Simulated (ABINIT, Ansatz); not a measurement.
# TlIO3 (R3m): one start, several treatments of the self-energy

Aim: compare treatments of exchange, screening and correlation for the gap of TlIO3 (R3m).

Main program and level: ABINIT 10.8.3; PBEsol and many-body steps on it, plane waves.

### 1. The starting structure

It takes space group R3m (No. 160, trigonal). The conventional cell has a = 6.302 Å, b = 6.302 Å, c = 7.966 Å, α = 90.00°, β = 90.00°, γ = 120.00°. Nearest to Tl lie 3 O at 2.94 Å. Nearest to I lie 3 O at 1.82 Å. Nearest to O lie 1 I at 1.82 Å. Farther neighbours and most contacts between anions are not listed.

The cell and positions are those that the Materials Project relaxed with its own functionals (PBE, PBE+U or r2SCAN), kept fixed. Spin-orbit coupling is left out unless a step names it.

### 2. Empty states on the mesh, 2×2×2 mesh, 192 bands

This step: ABINIT 10.8.3; DFT, PBEsol, plane waves, norm-conserving pseudopotentials.

The sums over transitions need many empty states on a uniform mesh; this step solves for them.

Contents of run.abi:

```
acell 3*1.0 Angstrom
rprim 
  3.150792580489 1.819110944506 2.655433585300
  -3.150792580489 1.819110944506 2.655433585300
  0.000000000000 -3.638221889012 2.655433585300
ntypat 3
znucl 81 53 8
natom 5
typat 1 2 3 3 3
xred 
  0.008750850000 0.008750850000 0.008750850000
  0.501867330000 0.501867330000 0.501867330000
  0.903287650000 0.461897090000 0.461897090000
  0.461897090000 0.903287650000 0.461897090000
  0.461897090000 0.461897090000 0.903287650000
pp_dirpath "pseudos"
pseudos "Tl.upf, I.upf, O.upf"
ecut 42
ngkpt 2 2 2
nshiftk 1
shiftk 0 0 0
kptopt 1
chksymbreak 0
iscf -2
irdden 1
istwfk *1
nband 192
nbdbuf 16
tolwfr 1e-09
nstep 60
prtvol 0
indata_prefix "in"
outdata_prefix "out"
tmpdata_prefix "tmp"
```

On the command line:

```bash
> OMP_NUM_THREADS=1 mpirun -n 4 abinit run.abi > log
```

Numbers of over 12 decimals in the logs are rounded to 6 here.

The program printed:

```text
.Version 10.8.3 of ABINIT. v10.8.2 released Aug 2026.

 Symmetries : space group R3 m (#160); Bravais hR (rhombohedral)
[... echo of the input left out ...]
== DATASET  1 ==================================================================
-   mpi_nproc: 4, omp_nthreads: 1 (-1 if OMP is not activated)

--- !DatasetInfo
iteration_state: {dtset: 1, }
dimensions: {natom: 5, nkpt: 4, mband: 192, nsppol: 1, nspinor: 1, nspden: 1, mpw: 8025, }
cutoff_energies: {ecut:  42.0, pawecutdg:  -1.0, }
[...]
2.84910    2.86567    2.86567    2.87747    2.88875    2.90726    2.90726    2.91722
   2.92084    2.92084    2.93732    2.93733    2.95568    2.96455    3.00605    3.00794
 prteigrs : prtvol=0 or 1, do not print more k-points.

== END DATASET(S) ==============================================================
================================================================================

 -outvars: echo values of variables after computation  --------
            nband         192
             nkpt           4
          spgroup         160
 [... the other variables as echoed above ...]

 Calculation completed.
```

It took 68 s on 4 MPI ranks of Arm Neoverse V1, shared host; peak memory 0.46 GiB; 4.5 min of CPU time.

Numbers from this step:

```
gap                                                           : 2.690 eV
k of the valence top                                          : 0.5, 0.5, 0.5
k of the conduction bottom                                    : 0.5, 0.5, 0.5
least direct gap                                              : 2.690 eV
k points computed                                             : 4
lowest point of the top converged band, above the valence top : 74.2204 eV
```

On this mesh the gap is 2.690 eV.

The density comes from a self-consistent run that is not shown.

### 3. Screening, 2×2×2 mesh, 88 bands, screening to 114.3 eV

The RPA dielectric matrix is built and inverted for each q.

This step: RPA screening on PBEsol, plane waves, norm-conserving pseudopotentials.

Changes to run.abi since step 2:

```diff
@@ -23,10 +23,11 @@
 chksymbreak 0
-iscf -2
-irdden 1
 istwfk *1
-nband 192
-nbdbuf 16
-tolwfr 1e-09
-nstep 60
-prtvol 0
+occopt 1
+irdwfk 1
+optdriver 3
+nband 88
+ecuteps 4.2
+inclvkb 2
+awtr 1
+symchi 1
 indata_prefix "in"
```

The program printed:

```text
.Version 10.8.3 of ABINIT. v10.8.2 released Aug 2026.

 Symmetries : space group R3 m (#160); Bravais hR (rhombohedral)
[... echo of the input left out ...]
== DATASET  1 ==================================================================
-   mpi_nproc: 4, omp_nthreads: 1 (-1 if OMP is not activated)

--- !DatasetInfo
iteration_state: {dtset: 1, }
dimensions: {natom: 5, nkpt: 4, mband: 88, nsppol: 1, nspinor: 1, nspden: 1, mpw: 8025, }
cutoff_energies: {ecut:  42.0, pawecutdg:  -1.0, }
electrons: {nelect:   5.60000000E+01, charge:   0.00000000E+00, occopt:   1.00000000E+00, tsmear:   1.00000000E-02, }

 SCREENING: Calculation of the susceptibility and dielectric matrices

 Based on a program developped by R.W. Godby, V. Olevano, G. Onida, and L. Reining.
 Incorporated in ABINIT by V. Olevano, G.-M. Rignanese, and M. Torrent.
.Using double precision arithmetic ; gwpc =  8

[... cell and pseudopotentials left out ...]
--------------------------------------------------------------------------------

 ==== K-mesh for the wavefunctions ====
 Number of points in the irreducible wedge :     4
[... list of points left out ...]
 Together with  6 symmetry operations and time-reversal symmetry
 yields     8 points in the full Brillouin Zone.

 ==== Q-mesh for the screening function ====
 Number of points in the irreducible wedge :     4
[... list of points left out ...]
 Together with  6 symmetry operations and time-reversal symmetry
 yields     8 points in the full Brillouin Zone.

 setmesh: FFT mesh size selected  =    36x   36x   36
          total number of points  =        46656

 vcoul_init : cutoff-mode = AUXILIARY_FUNCTION
 q-points for optical limit:   1
     1)      0.000010    0.000020    0.000030

- screening: taking advantage of time-reversal symmetry
- Maximum band index for partially occupied states nbvw = 28
- Remaining bands to be divided among processors   nbcw = 60
- Number of bands treated by each node ~15

 Number of electrons calculated from density =   56.0000; Expected =   56.0000
 average of density, n =  0.090871
 r_s =    1.3798
 omega_plasma =   29.0783 [eV]

 calculating chi0 at frequencies [eV] :
  1    0.000000E+00    0.000000E+00
  2    0.000000E+00    2.907826E+01

--------------------------------------------------------------------------------
  q-point number  1        q = ( 0.000000, 0.000000, 0.000000) [r.l.u.]
--------------------------------------------------------------------------------
[... chi0 elements left out ...]
 For q-point:  0.000010 0.000020 0.000030
  dielectric constant =   5.1656
  dielectric constant without local fields =   6.1724

  Average fulfillment of the sum rule on Im[epsilon] for q-point    1 :     43.01  [%]
[... wings left out ...]
  q-point number  2        q = ( 0.500000, 0.000000, 0.000000) [r.l.u.]
--------------------------------------------------------------------------------
[... chi0 elements left out ...]
  Average fulfillment of the sum rule on Im[epsilon] for q-point    2 :     52.31  [%]

 [... 2 further q-points ...]
```

Elapsed: 17 s, on 4 MPI ranks; peak memory 1 GiB; 69 s of CPU time.

This step gave:

- ε∞ with local fields, on this mesh, along the program's q direction: 5.166
- the same without local fields: 6.172
- plasma frequency: 29.08 eV
- plane waves in the screening matrix: 251

Local fields lower ε∞ by 16 %. On a Γ-centred mesh this coarse the value itself is usually too large, while a short band sum pulls it down.

### 4. G0W0, Godby-Needs plasmon pole

The self-energy is evaluated for the states that the input lists, and the levels follow from it, in one-shot runs by the linearised quasiparticle equation.

This step: G0W0 on PBEsol, plane waves, norm-conserving pseudopotentials.

Changes to run.abi since step 3:

```diff
@@ -26,8 +26,17 @@
 irdwfk 1
-optdriver 3
+optdriver 4
 nband 88
+gwcalctyp 0
+ecutsigx 42
+symsigma 1
+nkptgw 2
+kptgw 
+  0.5000000000 0.5000000000 0.5000000000
+  0.0000000000 0.0000000000 0.0000000000
+bdgw 
+  27 30
+  27 31
 ecuteps 4.2
-inclvkb 2
-awtr 1
-symchi 1
+irdscr 1
+ppmodel 1
 indata_prefix "in"
```

The program printed:

```text
.Version 10.8.3 of ABINIT. v10.8.2 released Aug 2026.

 Symmetries : space group R3 m (#160); Bravais hR (rhombohedral)
[... echo of the input left out ...]
== DATASET  1 ==================================================================
-   mpi_nproc: 4, omp_nthreads: 1 (-1 if OMP is not activated)

--- !DatasetInfo
iteration_state: {dtset: 1, }
dimensions: {natom: 5, nkpt: 4, mband: 88, nsppol: 1, nspinor: 1, nspden: 1, mpw: 8025, }
cutoff_energies: {ecut:  42.0, pawecutdg:  -1.0, }
electrons: {nelect:   5.60000000E+01, charge:   0.00000000E+00, occopt:   1.00000000E+00, tsmear:   1.00000000E-02, }

 SIGMA: Calculation of the GW corrections

 Based on a program developped by R.W. Godby, V. Olevano, G. Onida, and L. Reining.
 Incorporated in ABINIT by V. Olevano, G.-M. Rignanese, and M. Torrent.
.Using double precision arithmetic ; gwpc =  8

[... cell and pseudopotentials left out ...]
--------------------------------------------------------------------------------

 ==== K-mesh for the wavefunctions ====
 Number of points in the irreducible wedge :     4
[... list of points left out ...]
 Together with  6 symmetry operations and time-reversal symmetry
 yields     8 points in the full Brillouin Zone.

 ==== Q-mesh for screening function ====
 Number of points in the irreducible wedge :     4
[... list of points left out ...]
 Together with  6 symmetry operations and time-reversal symmetry
 yields     8 points in the full Brillouin Zone.

 vcoul_init : cutoff-mode = AUXILIARY_FUNCTION
 q-points for optical limit:   1
     1)      0.000010    0.000020    0.000030
 setmesh: FFT mesh size selected  =    50x   50x   50
          total number of points  =       125000

 Number of electrons calculated from density =   56.0000; Expected =   56.0000
 average of density, n =  0.090871
 r_s =    1.3798
 omega_plasma =   29.0783 [eV]

 === KS Band Gaps ===
  >>>> For spin  1
   Minimum direct gap =   2.6901 [eV], located at k-point      :   0.5000  0.5000  0.5000
   Fundamental gap    =   2.6901 [eV], Top of valence bands at :   0.5000  0.5000  0.5000
                                       Bottom of conduction at :   0.5000  0.5000  0.5000
 SIGMA fundamental parameters:
 PLASMON POLE MODEL  1
 number of plane-waves for SigmaX                 8025
 number of plane-waves for SigmaC and W            251
 number of plane-waves for wavefunctions          8025
 number of bands                                    88
 number of independent spin polarizations            1
 number of spinorial components                      1
 number of k-points in IBZ                           4
 number of q-points in IBZ                           4
 number of symmetry operations                       6
 number of k-points in BZ                            8
 number of q-points in BZ                            8
 number of frequencies for dSigma/dE                 9
 frequency step for dSigma/dE [eV]                0.25
 number of omega for Sigma on real axis              0
 max omega for Sigma on real axis  [eV]           0.00
 zcut for avoiding poles [eV]                     0.10

 EPSILON^-1 parameters (SCR file):
 dimension of the eps^-1 matrix on file            251
 dimension of the eps^-1 matrix used               251
 number of plane-waves for wavefunctions          8025
 number of bands                                    88
 number of q-points in IBZ                           4
 number of frequencies                               2
 number of real frequencies                          1
 number of imag frequencies                          1

 matrix elements of self-energy operator (all in [eV])

 Perturbative Calculation

--- !SelfEnergy_ee
iteration_state: {dtset: 1, }
kpoint     : [   0.500,    0.500,    0.500, ]
spin       : 1
KS_gap     :    2.690
QP_gap     :    4.195
Delta_QP_KS:    1.505
data: !SigmaeeData |
     Band     E0 <VxcDFT>   SigX SigC(E0)      Z dSigC/dE  Sig(E)    E-E0       E
       27   2.780 -19.497 -24.743   5.246   0.758  -0.319 -19.496   0.000   2.780
       28   3.307 -17.005 -20.797   3.319   0.796  -0.256 -17.382  -0.377   2.931
       29   5.998 -14.349 -10.474  -2.497   0.819  -0.221 -13.221   1.128   7.126
       30   5.998 -14.349 -10.474  -2.497   0.819  -0.221 -13.221   1.128   7.126

--- !SelfEnergy_ee
iteration_state: {dtset: 1, }
kpoint     : [   0.000,    0.000,    0.000, ]
spin       : 1
KS_gap     :    7.479
QP_gap     :    8.903
Delta_QP_KS:    1.423
data: !SigmaeeData |
     Band     E0 <VxcDFT>   SigX SigC(E0)      Z dSigC/dE  Sig(E)    E-E0       E
       27   1.971 -18.303 -23.150   4.777   0.764  -0.309 -18.357  -0.053   1.918
       28   2.282 -18.735 -24.157   5.294   0.758  -0.319 -18.832  -0.097   2.185
       29   9.761 -10.889  -6.042  -3.275   0.844  -0.186  -9.562   1.327  11.088
       30  10.035 -15.645 -10.508  -2.992   0.805  -0.242 -13.918   1.727  11.762
       31  10.035 -15.645 -10.508  -2.992   0.805  -0.242 -13.918   1.727  11.762

== END DATASET(S) ==============================================================
================================================================================

 -outvars: echo values of variables after computation  --------
           etotal      0.0000000000E+00
            nband          88
             nkpt           4
          spgroup         160
 [... the other variables as echoed above ...]

 Calculation completed.
```

Run time: 6.7 s. Hardware: 4 MPI ranks; peak memory 0.7 GiB; 27 s of CPU time.

This step gave:

```yaml
g0w0_gap_on_the_points_computed: 4.195 eV
starting_gap_on_the_mesh: 2.690 eV
k_of_the_valence_top: 0.5, 0.5, 0.5
k_of_the_conduction_bottom: 0.5, 0.5, 0.5
z_at_the_valence_top: 0.796
z_at_the_conduction_bottom: 0.819
least_direct_g0w0_gap_on_the_computed_points: 4.195 eV
```

The gap on the mesh goes from 2.69 eV to 4.20 eV, a correction of +1.50 eV.

### 5. G0W0, Hybertsen-Louie plasmon pole

Changes to run.abi since step 4:

```diff
@@ -40,3 +40,3 @@
 irdscr 1
-ppmodel 1
+ppmodel 2
 indata_prefix "in"
```

The program printed:

```text
.Version 10.8.3 of ABINIT. v10.8.2 released Aug 2026.

 Symmetries : space group R3 m (#160); Bravais hR (rhombohedral)
[... echo of the input left out ...]
== DATASET  1 ==================================================================
-   mpi_nproc: 4, omp_nthreads: 1 (-1 if OMP is not activated)

--- !DatasetInfo
iteration_state: {dtset: 1, }
dimensions: {natom: 5, nkpt: 4, mband: 88, nsppol: 1, nspinor: 1, nspden: 1, mpw: 8025, }
cutoff_energies: {ecut:  42.0, pawecutdg:  -1.0, }
electrons: {nelect:   5.60000000E+01, charge:   0.00000000E+00, occopt:   1.00000000E+00, tsmear:   1.00000000E-02, }

 SIGMA: Calculation of the GW corrections

 Based on a program developped by R.W. Godby, V. Olevano, G. Onida, and L. Reining.
 Incorporated in ABINIT by V. Olevano, G.-M. Rignanese, and M. Torrent.
.Using double precision arithmetic ; gwpc =  8

[... cell and pseudopotentials left out ...]
--------------------------------------------------------------------------------

 ==== K-mesh for the wavefunctions ====
 Number of points in the irreducible wedge :     4
[... list of points left out ...]
 Together with  6 symmetry operations and time-reversal symmetry
 yields     8 points in the full Brillouin Zone.

 ==== Q-mesh for screening function ====
 Number of points in the irreducible wedge :     4
[... list of points left out ...]
 Together with  6 symmetry operations and time-reversal symmetry
 yields     8 points in the full Brillouin Zone.

 vcoul_init : cutoff-mode = AUXILIARY_FUNCTION
 q-points for optical limit:   1
     1)      0.000010    0.000020    0.000030
 setmesh: FFT mesh size selected  =    50x   50x   50
          total number of points  =       125000

 Number of electrons calculated from density =   56.0000; Expected =   56.0000
[...]
number of omega for Sigma on real axis              0
 max omega for Sigma on real axis  [eV]           0.00
 zcut for avoiding poles [eV]                     0.10

 EPSILON^-1 parameters (SCR file):
 dimension of the eps^-1 matrix on file            251
 dimension of the eps^-1 matrix used               251
 number of plane-waves for wavefunctions          8025
 number of bands                                    88
 number of q-points in IBZ                           4
 number of frequencies                               2
 number of real frequencies                          1
 number of imag frequencies                          1

 matrix elements of self-energy operator (all in [eV])

 Perturbative Calculation

--- !SelfEnergy_ee
iteration_state: {dtset: 1, }
kpoint     : [   0.500,    0.500,    0.500, ]
spin       : 1
KS_gap     :    2.690
QP_gap     :    4.378
Delta_QP_KS:    1.688
data: !SigmaeeData |
     Band     E0 <VxcDFT>   SigX SigC(E0)      Z dSigC/dE  Sig(E)    E-E0       E
       27   2.780 -19.497 -24.743   4.776   0.851  -0.175 -19.897  -0.400   2.380
       28   3.307 -17.005 -20.797   3.117   0.866  -0.154 -17.590  -0.585   2.722
       29   5.998 -14.349 -10.474  -2.617   0.876  -0.141 -13.247   1.103   7.100
[...]
--- !SelfEnergy_ee
iteration_state: {dtset: 1, }
kpoint     : [   0.000,    0.000,    0.000, ]
spin       : 1
KS_gap     :    7.479
QP_gap     :    9.303
Delta_QP_KS:    1.824
data: !SigmaeeData |
     Band     E0 <VxcDFT>   SigX SigC(E0)      Z dSigC/dE  Sig(E)    E-E0       E
[...]
30  10.035 -15.645 -10.508  -2.960   0.873  -0.146 -13.745   1.900  11.935
       31  10.035 -15.645 -10.508  -2.960   0.873  -0.146 -13.745   1.900  11.935

== END DATASET(S) ==============================================================
================================================================================

 -outvars: echo values of variables after computation  --------
           etotal      0.0000000000E+00
            nband          88
             nkpt           4
          spgroup         160
 [... the other variables as echoed above ...]

 Calculation completed.
```

Elapsed: 6.7 s, on 4 MPI ranks; peak memory 0.68 GiB.

Numbers from this step:

| Property | Result |
| --- | --- |
| G0W0 gap on the points computed | 4.378 eV |
| starting gap on the mesh | 2.690 eV |
| k of the valence top | 0.5, 0.5, 0.5 |
| k of the conduction bottom | 0.5, 0.5, 0.5 |
| Z at the valence top | 0.866 |
| Z at the conduction bottom | 0.876 |
| least direct G0W0 gap on the computed points | 4.378 eV |

Against G0W0 in ABINIT (2×2×2 mesh, 88 bands, screening to 114.3 eV, Godby-Needs plasmon pole), the gap moves by +0.183 eV.

### 6. G0W0, Engel-Farid plasmon pole

Changes to run.abi since step 5:

```diff
@@ -40,3 +40,3 @@
 irdscr 1
-ppmodel 2
+ppmodel 4
 indata_prefix "in"
```

The program printed:

```text
.Version 10.8.3 of ABINIT. v10.8.2 released Aug 2026.

 Symmetries : space group R3 m (#160); Bravais hR (rhombohedral)
[... echo of the input left out ...]
== DATASET  1 ==================================================================
-   mpi_nproc: 4, omp_nthreads: 1 (-1 if OMP is not activated)

--- !DatasetInfo
iteration_state: {dtset: 1, }
dimensions: {natom: 5, nkpt: 4, mband: 88, nsppol: 1, nspinor: 1, nspden: 1, mpw: 8025, }
cutoff_energies: {ecut:  42.0, pawecutdg:  -1.0, }
[...]
Band     E0 <VxcDFT>   SigX SigC(E0)      Z dSigC/dE  Sig(E)    E-E0       E
[...]
30  10.035 -15.645 -10.508  -2.935   0.816  -0.225 -13.848   1.797  11.833
       31  10.035 -15.645 -10.508  -2.935   0.816  -0.225 -13.848   1.797  11.833

== END DATASET(S) ==============================================================
================================================================================

 -outvars: echo values of variables after computation  --------
           etotal      0.0000000000E+00
            nband          88
             nkpt           4
          spgroup         160
 [... the other variables as echoed above ...]

 Calculation completed.
```

It took 5.4 s on 4 MPI ranks; peak memory 0.29 GiB.

This step gave:

```yaml
g0w0_gap_on_the_points_computed: 4.231 eV
starting_gap_on_the_mesh: 2.690 eV
k_of_the_valence_top: 0.5, 0.5, 0.5
k_of_the_conduction_bottom: 0.5, 0.5, 0.5
least_direct_g0w0_gap_on_the_computed_points: 4.231 eV
```

Against G0W0 in ABINIT (2×2×2 mesh, 88 bands, screening to 114.3 eV, Godby-Needs plasmon pole), the gap moves by +0.036 eV.

(Continued in part 2 of 2.)

[Paths, hosts, dates, memory and timing lines, banners, echoed tables and standing remarks are left out of the program output.]

[Logs are printed without paths, hosts, clocks, repeated set-up lines and the standing remarks that a program may print on its own settings, such as how far it seeks lower states.]

[Runs of the session that timed out or met a known fault of the program may be left out.]

[No measured gap is set beside runs whose start may be inverted or whose files or cutoffs have a known fault.]

[Hosts, paths, dates, database ids (printed as entryN), source tags and the programs' standing remarks are cut or masked in the printed files.]

[G0W0 gaps are taken among the corrected bands and points alone; a level outside them can change the order at an edge.]

[Where Ansatz stands beside ABINIT at settings called matched, ABINIT's density can come from a denser mesh and the files from another edition; pairs whose starting gaps differed by over 0.03 eV were left out, so agreement reads better than it is.]
